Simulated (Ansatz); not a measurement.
# Arsenene bilayer (AB) in a perpendicular field, part 2 of 3

What dipole does a perpendicular field induce in the arsenene bilayer (AB), and does the gap follow? A positive field points along +c.

Ansatz 0.2.0; plane-wave DFT, PBE-D3(BJ), Ansatz PAW.

So far. Step 2 (Relaxation): The lattice constant a goes from 3.610 to 3.669 Å.

## Step 3: Atoms held, field 0, start network

A sawtooth potential applies the field, turning back in the middle of the vacuum. With the dipole correction the typed value is the field outside the slab. The induced dipole is small, so the SCF threshold is tight.

The cell differs from the one that the last finished run ended in (c 42.600 → 22.925 Å).

input.yaml

```yaml
crystal:
  lattice:
    - [3.6692226233, 0.0, 0.0]
    - [-1.8346113117, 3.177640004, 0.0]
    - [0.0, 0.0, 22.9245467578]
  atoms:
    - { symbol: As, position: [0.6666666667, 0.3333333333, 0.3925922765] }
    - { symbol: As, position: [0.3333333333, 0.6666666667, 0.4512886242] }
    - { symbol: As, position: [0.0, 0.0, 0.5487113758] }
    - { symbol: As, position: [0.6666666667, 0.3333333333, 0.6074077235] }
kpoints:
  mp_grid: { grid: [18, 18, 1] }
  band_path:
    path: [[0, 0, 0], [0.5, 0, 0], [0.33333333, 0.33333333, 0], [0, 0, 0]]
    npoints: 16
hamiltonian:
  xc: pbe
  dispersion: d3bj
scf:
  occupations: { method: fermi_dirac, width: 0.02585 }
  convergence: { dr2_threshold: 1.0e-10 }
efield:
  axis: 3
  dipole_correction: true
  ramp_position: 0.97
  ramp_width: 0.06
  amplitude: 0
output:
  dos: { projected: true, e_range: [-6, 5] }
  write_potential: true
  write_density: true
  volumetric_format: npy
  elf: true
```

The run is started by

```console
$ ansatz run input.yaml --threads 4 --pin off --max-ram 8192MiB --backend cpu --events-out ev --progress --plain --runs-dir out
```

Standard output:

```text
[...]
Crystal: 4 atoms, lattice volume = 267.288 Å³
Basis set: ecut = 420 eV, 5225 PW (Γ)
Bands: 36, of which v1, the nominal top of the filled ones, is band 30 counted from 1 (29 counted from 0)
Symmetry: 6 space group operations
k-points: 37 of 324 (time reversal used)
[...]
SCF iter   1: F=—  HF=-19425.663213 eV  |F-HF|=—  |Δ(HF+E_count)|=         —  Δρ=1.47e-3  dr2=1.59e-2  ethr=1.77e-3  p=0.000 e·Å  D=1.04e-13 V/Å  ΔV_dip=-0.00 eV  dr2_dipole=3.33e-8  V_vac-E_F(+/−)=4.03/4.03 eV  ⟨swp⟩=8.2  Hψ=5895  notcnv=0  defer=1
efield: sawtooth ramp at fractional position 0.9700 (set: `efield.ramp_position`, or a place that a band, a saddle search or an elastic batch's reference lends), width 0.0600; the density the first Hamiltonian is built on has a dipole p = 0.000 e·Å; the dipole correction subtracts the counter field D = 1.04e-13 V/Å, which shifts the + side's vacuum level by -0.00 eV against the − side's; the planar-averaged density in the ramp window peaks in size at 3.1e-6 e/Å³
[...]
SCF iter   2: F=—  HF=-19425.675074 eV  |F-HF|=—  |Δ(HF+E_count)|=   1.19e-2  Δρ=2.23e-3  dr2=9.57e-2  ethr=2.65e-5  p=-0.000 e·Å  D=-4.19e-5 V/Å  ΔV_dip=0.00 eV  dr2_dipole=6.26e-7  V_vac-E_F(+/−)=4.31/4.31 eV  ⟨swp⟩=3.1  Hψ=2744  notcnv=0  defer=50
[...]
SCF iter  10: F=-19425.660571 eV  HF=-19425.660571 eV  |F-HF|=3.64e-11  |Δ(HF+E_count)|=  2.91e-11  Δρ=3.87e-8  dr2=7.97e-12  ethr=1.00e-12  p=0.000 e·Å  D=5.06e-7 V/Å  ΔV_dip=-0.00 eV  dr2_dipole=1.78e-13  V_vac-E_F(+/−)=4.13/4.13 eV  ⟨swp⟩=8.5  Hψ=3521  notcnv=0
SCF 1 converged in 10 iterations: F = -19425.660571 eV  dr2 = 7.97e-12
[...]
NSCF: frozen V_eff on 49 k-points
efield: sawtooth ramp at fractional position 0.9700 (kept from the solve that this one continues, or follows in the run), width 0.0600; the density the first Hamiltonian is built on has a dipole p = 0.000 e·Å; the dipole correction subtracts the counter field D = 5.06e-7 V/Å, which shifts the + side's vacuum level by -0.00 eV against the − side's; the planar-averaged density in the ramp window peaks in size at 6.4e-8 e/Å³
WARN: The output density's exchange-correlation potential varies sharply where the density is thin. Do not read a vacuum level from v_tot or v_xc, or from such a field of the output density. On a cell that repeats whose density bears no net charge and no dipole along the vacuum's axis use v_es (v_loc + v_h of the components); under efield.dipole_correction with no amplitude use v_es + v_field, which holds any externa [...]
SCF converged after 10 iterations
Free energy (F): -19425.660571 eV
[...]
Internal energy: -19425.659734 eV  (E = F + TS)
E sigma→0 (E₀):  -19425.660153 eV
Entropy (-TS):   -0.000837 eV (-0.209 meV/atom)
Fermi energy:    0.732365 eV
Dipole field:    D = 0.000000 V/Å  (p = 0.000000 e·Å, saw-weighted, corrected)
Work function:   Φ+ = 4.1342 eV   Φ− = 4.1342 eV
Levels:          The Fermi level and band energies are counted from a zero that moves with the ramp; work functions are not
[...]
--- Band table (eV; the first three rows and the last of 37) ---
  k-point 0: bands = [... 26 lower, -0.9841, -0.7981, -0.7981, 0.2692, 0.8695, 2.1510, 2.1510, 2.7567, ... 2 higher]
  k-point 1: bands = [... 26 lower, -1.1494, -1.1245, -0.8335, 0.5368, 1.2710, 1.9111, 2.2439, 2.9742, ... 2 higher]
  k-point 2: bands = [... 26 lower, -1.4252, -1.3316, -0.9903, 0.5656, 1.4352, 2.4256, 2.4710, 2.7204, ... 2 higher]
  k-point 36: bands = [... 26 lower, -3.2301, -2.6279, -2.6279, -1.9160, 1.9306, 1.9306, 2.9820, 4.7570, ... 2 higher]
```

It took 25 s on 4 threads of Intel Xeon at 2.50GHz (Skylake/Cascade Lake), shared host; peak memory 0.78 GiB; 92 s of CPU time.

Read from the output:

```
energy at zero smearing            : -19425.6602 eV
dipole along the normal            : 2.24e-8 e·Å
gap along the path                 : 0.1089 eV
smallest direct gap along the path : 0.6003 eV
ionisation energy, upper face      : 4.195 eV
electron affinity, upper face      : 4.086 eV
gap, the smaller of path and mesh  : 0.1087 eV
```

Running mean over a fixed 2.7 Å (it still follows the layers) of the planar mean; the ramp of the sawtooth is left out. The electron's electrostatic potential energy less the Fermi level by z:

| z (Å) | electron's electrostatic potential energy less the Fermi level (eV) |
| --- | --- |
| 3.5 | 4.13 |
| 4.0 | 4.13 |
| 4.5 | 4.13 |
| 5.0 | 4.13 |
| 5.5 | 4.12 |
| 6.0 | 4.07 |
| 6.5 | 3.89 |
| 7.0 | 3.21 |
| 7.5 | 1.99 |
| 8.0 | 0.631 |
| 8.5 | -1.25 |
| 9.0 | -2.65 |
| 9.5 | -3.53 |
| 10.0 | -3.44 |
| 10.5 | -2.97 |
| 11.0 | -2.52 |
| 11.5 | -2.06 |
| 12.0 | -2.63 |
| 12.5 | -3.02 |
| 13.0 | -3.52 |
| 13.5 | -3.44 |
| 14.0 | -2.48 |
| 14.5 | -0.973 |
| 15.0 | 0.866 |
| 15.5 | 2.17 |
| 16.0 | 3.36 |
| 16.5 | 3.94 |
| 17.0 | 4.08 |
| 17.5 | 4.12 |
| 18.0 | 4.13 |
| 18.5 | 4.13 |
| 19.0 | 4.13 |
| 19.5 | 4.13 |

The density of states has structure finer than the step of the table below, so its rows give means over 0.2 eV. Peaks (eV: height): -5.72: 6.56, -3.93: 5.12, -3.44: 6.37, -2.94: 6.33, -1.95: 6.00, 1.50: 5.50, 1.64: 6.50.

Density of states against energy, zero at the Fermi level of the run, which the smearing sets inside the gap; means over each step:

| energy (eV) | density of states (states/eV a cell) |
| --- | --- |
| -5.8 | 3.56 |
| -5.6 | 2.73 |
| -5.4 | 1.39 |
| -5.2 | 0.967 |
| -5.0 | 0.891 |
| -4.8 | 0.863 |
| -4.6 | 1.53 |
| -4.4 | 2.45 |
| -4.2 | 3.12 |
| -4.0 | 3.10 |
| -3.8 | 3.57 |
| -3.6 | 3.48 |
| -3.4 | 3.86 |
| -3.2 | 1.92 |
| -3.0 | 3.88 |
| -2.8 | 3.34 |
| -2.6 | 2.27 |
| -2.4 | 2.19 |
| -2.2 | 2.13 |
| -2.0 | 3.16 |
| -1.8 | 2.60 |
| -1.6 | 1.75 |
| -1.4 | 1.39 |
| -1.2 | 0.857 |
| -1.0 | 0.548 |
| -0.8 | 0.465 |
| -0.6 | 0.376 |
| -0.4 | 0.367 |
| -0.2 | 0.632 |
| 0.0 | 0.129 |
| 0.2 | 0.883 |
| 0.4 | 1.05 |
| 0.6 | 1.14 |
| 0.8 | 2.92 |
| 1.0 | 3.61 |
| 1.2 | 1.91 |
| 1.4 | 3.46 |
| 1.6 | 5.19 |
| 1.8 | 3.46 |

Projected DOS per atom over height of the atomic layer and energy from the Fermi level. Layers: As As As As from below.

Values in states/eV, 22 rows by 4 columns, each cell a mean:
```
1.03 0.76 0.76 1.03
0.95 0.88 0.88 0.95
0.71 0.59 0.59 0.71
0.60 0.48 0.48 0.60
0.29 0.20 0.20 0.29
0.12 0.07 0.07 0.12
0.13 0.08 0.08 0.13
0.12 0.09 0.09 0.12
0.19 0.14 0.14 0.19
0.45 0.28 0.28 0.45
0.82 0.57 0.57 0.82
0.65 0.53 0.53 0.65
0.59 0.51 0.51 0.59
1.08 0.78 0.78 1.08
0.68 0.64 0.64 0.68
0.93 0.86 0.86 0.93
0.80 0.72 0.72 0.80
0.61 0.68 0.68 0.61
0.23 0.31 0.31 0.23
0.17 0.28 0.28 0.17
0.31 0.52 0.52 0.31
0.55 0.88 0.88 0.55
```
Columns: height of the atomic layer (Å) from 9 to 13.9 (not evenly spaced); rows upwards: energy from the Fermi level (eV) from -5.96 to 1.96.

The electronic bands at the labelled points (eV, zero at the Fermi level of the run, which the smearing sets inside the gap):

| point | band 27 | band 28 | band 29 | band 30 | band 31 | band 32 | band 33 | band 34 |
| --- | --- | --- | --- | --- | --- | --- | --- | --- |
| Γ | -1.72 | -1.53 | -1.53 | -0.46 | 0.14 | 1.42 | 1.42 | 2.02 |
| halfway | -3.01 | -2.39 | -2.21 | -1.34 | 0.47 | 1.75 | 2.21 | 2.48 |
| M | -3.74 | -3.43 | -3.04 | -1.91 | 0.25 | 1.06 | 1.67 | 2.15 |
| halfway | -4.19 | -4.06 | -2.82 | -2.02 | 0.72 | 1.82 | 1.87 | 2.95 |
| K | -3.96 | -3.36 | -3.36 | -2.65 | 1.20 | 1.20 | 2.25 | 4.02 |
| halfway | -3.69 | -3.54 | -2.00 | -1.03 | 0.88 | 1.89 | 2.35 | 2.53 |
| Γ | -1.72 | -1.53 | -1.53 | -0.46 | 0.14 | 1.42 | 1.42 | 2.02 |

ELF in the ca plane at fractional y = 0.333, with atoms of As within 0.2 Å of it. It is the smooth field of the valence electrons, not physical close to the nuclei.

Values, 6 rows by 16 columns, each cell a mean:
```
0.00 0.00 0.00 0.07 0.50 0.75 0.59 0.48 0.14 0.26 0.57 0.65 0.74 0.28 0.02 0.00
0.00 0.00 0.01 0.17 0.74 0.76 0.32 0.40 0.05 0.16 0.43 0.42 0.86 0.51 0.05 0.00
0.00 0.00 0.01 0.14 0.70 0.77 0.40 0.42 0.07 0.17 0.48 0.49 0.84 0.47 0.05 0.00
0.00 0.00 0.00 0.04 0.35 0.65 0.59 0.51 0.20 0.32 0.58 0.61 0.59 0.18 0.01 0.00
0.00 0.00 0.00 0.00 0.03 0.14 0.32 0.51 0.37 0.48 0.47 0.23 0.09 0.02 0.00 0.00
0.00 0.00 0.00 0.01 0.08 0.27 0.41 0.52 0.34 0.45 0.50 0.35 0.20 0.03 0.00 0.00
```
Columns run along c (16.0 Å, from fractional 0.13 to 0.83 of the cell), rows up along a (3.7 Å). Atoms in or near the plane, at fractional coordinates: As at (0.39, 0.67), As at (0.61, 0.67).

Valence density in the ca plane at fractional y = 0.333, with atoms of As within 0.2 Å of it. It is the smooth field of the valence electrons, not physical close to the nuclei.

Ten steps, logarithmic in the rise over the least value, from '0' (0 e/Å³) to '9' (23 e/Å³), each cell a mean:
```
00000000000000012222110000111222210000000000
00000000000000135652110000012466421000000000
00000000000000248974100000012699621000000000
00000000000001248984100000012699621000000000
00000000000000136753110000012466421000000000
00000000000000112322110000111233210000000000
00000000000000001111111101111111100000000000
00000000000000000111111111111110000000000000
00000000000000000011111111111110000000000000
00000000000000001111111111111111000000000000
```
Columns run along c (16.0 Å, from fractional 0.13 to 0.83 of the cell), rows up along a (3.7 Å). Atoms in or near the plane, at fractional coordinates: As at (0.39, 0.67), As at (0.61, 0.67).

Electrostatic potential energy in the ca plane at fractional y = 0.333, with atoms of As within 0.2 Å of it. With pseudopotentials it is smooth inside the atoms' cores, unlike the true potential.

Ten even steps from '0' (-15 eV) to '9' (5 eV), each cell a mean:
```
99999999999999862125778888876411479999999999
99999999999999611301688999873022048999999999
99999999999998408960589999871299317999999999
99999999999998408960489999871399317999999999
99999999999999602411688999873033048999999999
99999999999999851025778888876311379999999999
99999999999999987666667887666666789999999999
99999999999999998876446787545788999999999999
99999999999999998876446786545788999999999999
99999999999999987776667887666777899999999999
```
Columns run along c (16.0 Å, from fractional 0.13 to 0.83 of the cell; values clipped at the 3rd and 97th percentile), rows up along a (3.7 Å). Atoms in or near the plane, at fractional coordinates: As at (0.39, 0.67), As at (0.61, 0.67).

The gap is 0.11 eV, with the valence edge 4.19 eV and the conduction edge 4.09 eV under the upper vacuum level.

## Step 4: Single point, field 0.05 V/Å

Changes to input.yaml since step 3:

```diff
@@ -26,5 +26,4 @@
   ramp_width: 0.06
-  amplitude: 0
+  amplitude: 0.05
 output:
-  dos: { projected: true, e_range: [-6, 5] }
   write_potential: true
@@ -32,2 +31 @@
   volumetric_format: npy
-  elf: true
```

Standard output:

```text
[...]
Crystal: 4 atoms, lattice volume = 267.288 Å³
Basis set: ecut = 420 eV, 5225 PW (Γ)
Bands: 36, of which v1, the nominal top of the filled ones, is band 30 counted from 1 (29 counted from 0)
Symmetry: 6 space group operations
k-points: 37 of 324 (time reversal used)
[...]
k-point 0: bands = [... 26 lower, -0.9843, -0.7982, -0.7982, 0.2689, 0.8694, 2.1508, 2.1508, 2.7565, ... 2 higher]
  k-point 1: bands = [... 26 lower, -1.1495, -1.1247, -0.8336, 0.5366, 1.2709, 1.9109, 2.2437, 2.9740, ... 2 higher]
  k-point 2: bands = [... 26 lower, -1.4254, -1.3317, -0.9905, 0.5654, 1.4350, 2.4254, 2.4708, 2.7202, ... 2 higher]
  k-point 36: bands = [... 26 lower, -3.2303, -2.6297, -2.6264, -1.9161, 1.9282, 1.9326, 2.9818, 4.7537, ... 2 higher]
[key lines of the parts left out:]
SCF converged after 11 iterations
Free energy (F): -19425.661171 eV
Fermi energy:    0.732163 eV
Dipole field:    D = 0.016239 V/Å  (p = 0.023986 e·Å, saw-weighted, corrected)
```

It took 24 s on 4 threads; peak memory 0.75 GiB; 91 s of CPU time.

The dipole is 0.0240 e·Å, and the gap 0.109 eV.

## Step 5: Single point, field -0.05 V/Å

Changes to input.yaml since step 4:

```diff
@@ -26,3 +26,3 @@
   ramp_width: 0.06
-  amplitude: 0.05
+  amplitude: -0.05
 output:
```

Standard output:

```text
[...]
Crystal: 4 atoms, lattice volume = 267.288 Å³
Basis set: ecut = 420 eV, 5225 PW (Γ)
Bands: 36, of which v1, the nominal top of the filled ones, is band 30 counted from 1 (29 counted from 0)
Symmetry: 6 space group operations
k-points: 37 of 324 (time reversal used)
[...]
k-point 0: bands = [... 26 lower, -0.9843, -0.7982, -0.7982, 0.2689, 0.8694, 2.1508, 2.1508, 2.7565, ... 2 higher]
  k-point 1: bands = [... 26 lower, -1.1495, -1.1247, -0.8336, 0.5366, 1.2709, 1.9109, 2.2437, 2.9740, ... 2 higher]
  k-point 2: bands = [... 26 lower, -1.4254, -1.3317, -0.9905, 0.5654, 1.4350, 2.4254, 2.4708, 2.7202, ... 2 higher]
  k-point 36: bands = [... 26 lower, -3.2303, -2.6297, -2.6264, -1.9161, 1.9282, 1.9326, 2.9818, 4.7537, ... 2 higher]
[key lines of the parts left out:]
SCF converged after 11 iterations
Free energy (F): -19425.661171 eV
Fermi energy:    0.732164 eV
Dipole field:    D = -0.016237 V/Å  (p = -0.023984 e·Å, saw-weighted, corrected)
```

Elapsed: 25 s, on 4 threads; peak memory 0.76 GiB.

The dipole is -0.0240 e·Å, and the gap 0.109 eV.

## Step 6: Single point, field 0.1 V/Å

Changes to input.yaml since step 5:

```diff
@@ -24,5 +24,5 @@
   dipole_correction: true
-  ramp_position: 0.97
-  ramp_width: 0.06
-  amplitude: -0.05
+  ramp_position: 0.9516
+  ramp_width: 0.0968
+  amplitude: 0.1
 output:
```

Standard output:

```text
[...]
Crystal: 4 atoms, lattice volume = 267.288 Å³
Basis set: ecut = 420 eV, 5225 PW (Γ)
Bands: 36, of which v1, the nominal top of the filled ones, is band 30 counted from 1 (29 counted from 0)
Symmetry: 6 space group operations
k-points: 37 of 324 (time reversal used)
[...]
k-point 0: bands = [... 26 lower, -0.9849, -0.7987, -0.7987, 0.2681, 0.8690, 2.1502, 2.1502, 2.7558, ... 2 higher]
  k-point 1: bands = [... 26 lower, -1.1499, -1.1253, -0.8341, 0.5358, 1.2703, 1.9103, 2.2431, 2.9733, ... 2 higher]
  k-point 2: bands = [... 26 lower, -1.4260, -1.3323, -0.9910, 0.5648, 1.4343, 2.4246, 2.4703, 2.7196, ... 2 higher]
  k-point 36: bands = [... 26 lower, -3.2309, -2.6318, -2.6253, -1.9166, 1.9254, 1.9342, 2.9812, 4.7501, ... 2 higher]
[key lines of the parts left out:]
SCF converged after 11 iterations
Free energy (F): -19425.662970 eV
Fermi energy:    0.731559 eV
Dipole field:    D = 0.032479 V/Å  (p = 0.047975 e·Å, saw-weighted, corrected)
```

Wall time 24 s (4 threads); peak memory 0.75 GiB; 91 s of CPU time.

The dipole is 0.0480 e·Å, and the gap 0.109 eV.

## Step 7: Atoms held, field -0.1 V/Å

Changes to input.yaml since step 6:

```diff
@@ -26,3 +26,3 @@
   ramp_width: 0.0968
-  amplitude: 0.1
+  amplitude: -0.1
 output:
```

Standard output:

```text
[...]
Crystal: 4 atoms, lattice volume = 267.288 Å³
Basis set: ecut = 420 eV, 5225 PW (Γ)
Bands: 36, of which v1, the nominal top of the filled ones, is band 30 counted from 1 (29 counted from 0)
Symmetry: 6 space group operations
k-points: 37 of 324 (time reversal used)
[...]
k-point 0: bands = [... 26 lower, -0.9849, -0.7987, -0.7987, 0.2681, 0.8690, 2.1502, 2.1502, 2.7558, ... 2 higher]
  k-point 1: bands = [... 26 lower, -1.1499, -1.1253, -0.8341, 0.5358, 1.2703, 1.9103, 2.2431, 2.9733, ... 2 higher]
  k-point 2: bands = [... 26 lower, -1.4260, -1.3323, -0.9910, 0.5648, 1.4343, 2.4247, 2.4703, 2.7196, ... 2 higher]
  k-point 36: bands = [... 26 lower, -3.2309, -2.6318, -2.6253, -1.9166, 1.9254, 1.9342, 2.9812, 4.7501, ... 2 higher]
[key lines of the parts left out:]
SCF converged after 11 iterations
Free energy (F): -19425.662970 eV
Fermi energy:    0.731564 eV
Dipole field:    D = -0.032478 V/Å  (p = -0.047974 e·Å, saw-weighted, corrected)
```

Run time: 23 s. Hardware: 4 threads; peak memory 0.76 GiB; 86 s of CPU time.

The dipole is -0.0480 e·Å, and the gap 0.109 eV.

## Step 8: Single point, field 0.2 V/Å

Changes to input.yaml since step 7:

```diff
@@ -26,3 +26,3 @@
   ramp_width: 0.0968
-  amplitude: -0.1
+  amplitude: 0.2
 output:
```

Standard output:

```text
[...]
Crystal: 4 atoms, lattice volume = 267.288 Å³
Basis set: ecut = 420 eV, 5225 PW (Γ)
Bands: 36, of which v1, the nominal top of the filled ones, is band 30 counted from 1 (29 counted from 0)
Symmetry: 6 space group operations
k-points: 37 of 324 (time reversal used)
[...]
k-point 0: bands = [... 26 lower, -0.9875, -0.8005, -0.8005, 0.2648, 0.8674, 2.1480, 2.1480, 2.7533, ... 2 higher]
  k-point 1: bands = [... 26 lower, -1.1515, -1.1277, -0.8361, 0.5328, 1.2683, 1.9080, 2.2408, 2.9704, ... 2 higher]
  k-point 2: bands = [... 26 lower, -1.4283, -1.3344, -0.9930, 0.5624, 1.4314, 2.4216, 2.4680, 2.7171, ... 2 higher]
  k-point 36: bands = [... 26 lower, -3.2333, -2.6372, -2.6242, -1.9185, 1.9187, 1.9363, 2.9788, 4.7415, ... 2 higher]
[key lines of the parts left out:]
SCF converged after 11 iterations
Free energy (F): -19425.670167 eV
Fermi energy:    0.729135 eV
Dipole field:    D = 0.064979 V/Å  (p = 0.095982 e·Å, saw-weighted, corrected)
```

Run time: 25 s. Hardware: 4 threads; peak memory 0.75 GiB; 94 s of CPU time.

The dipole is 0.0960 e·Å, and the gap 0.109 eV.

## Step 9: Atoms held, field -0.2 V/Å

Changes to input.yaml since step 8:

```diff
@@ -26,3 +26,3 @@
   ramp_width: 0.0968
-  amplitude: 0.2
+  amplitude: -0.2
 output:
```

Standard output:

```text
[...]
Crystal: 4 atoms, lattice volume = 267.288 Å³
Basis set: ecut = 420 eV, 5225 PW (Γ)
Bands: 36, of which v1, the nominal top of the filled ones, is band 30 counted from 1 (29 counted from 0)
Symmetry: 6 space group operations
k-points: 37 of 324 (time reversal used)
[...]
k-point 0: bands = [... 26 lower, -0.9875, -0.8005, -0.8005, 0.2648, 0.8674, 2.1480, 2.1480, 2.7533, ... 2 higher]
  k-point 1: bands = [... 26 lower, -1.1515, -1.1277, -0.8361, 0.5328, 1.2683, 1.9080, 2.2408, 2.9704, ... 2 higher]
  k-point 2: bands = [... 26 lower, -1.4283, -1.3344, -0.9930, 0.5624, 1.4314, 2.4216, 2.4680, 2.7171, ... 2 higher]
  k-point 36: bands = [... 26 lower, -3.2333, -2.6372, -2.6242, -1.9185, 1.9187, 1.9363, 2.9788, 4.7415, ... 2 higher]
[key lines of the parts left out:]
SCF converged after 11 iterations
Free energy (F): -19425.670167 eV
Fermi energy:    0.729140 eV
Dipole field:    D = -0.064979 V/Å  (p = -0.095982 e·Å, saw-weighted, corrected)
```

It took 25 s on 4 threads; peak memory 0.76 GiB; 94 s of CPU time.

The dipole is -0.0960 e·Å, and the gap 0.109 eV.

(Part 2 of 3 ends here.)

[Long decimals in the printed logs are rounded to 6 places.]

[Logs are printed without paths, hosts, clocks, repeated set-up lines and the standing remarks that a program may print on its own settings, such as how far it seeks lower states.]

[Hosts, paths, dates, database ids (printed as entryN), source tags and the programs' standing remarks are cut or masked in the printed files.]

[Maps of the electrostatic potential energy from Ansatz leave out the sawtooth potential of an applied field or a dipole correction, so their vacuum need not be flat; planar profiles and work functions include it.]

[The density of states shown here was stored with 400 of the rows of the run's finer table, so its peaks can read low, often by over a quarter, or be missed, and its means over a window can be off by a tenth or more.]
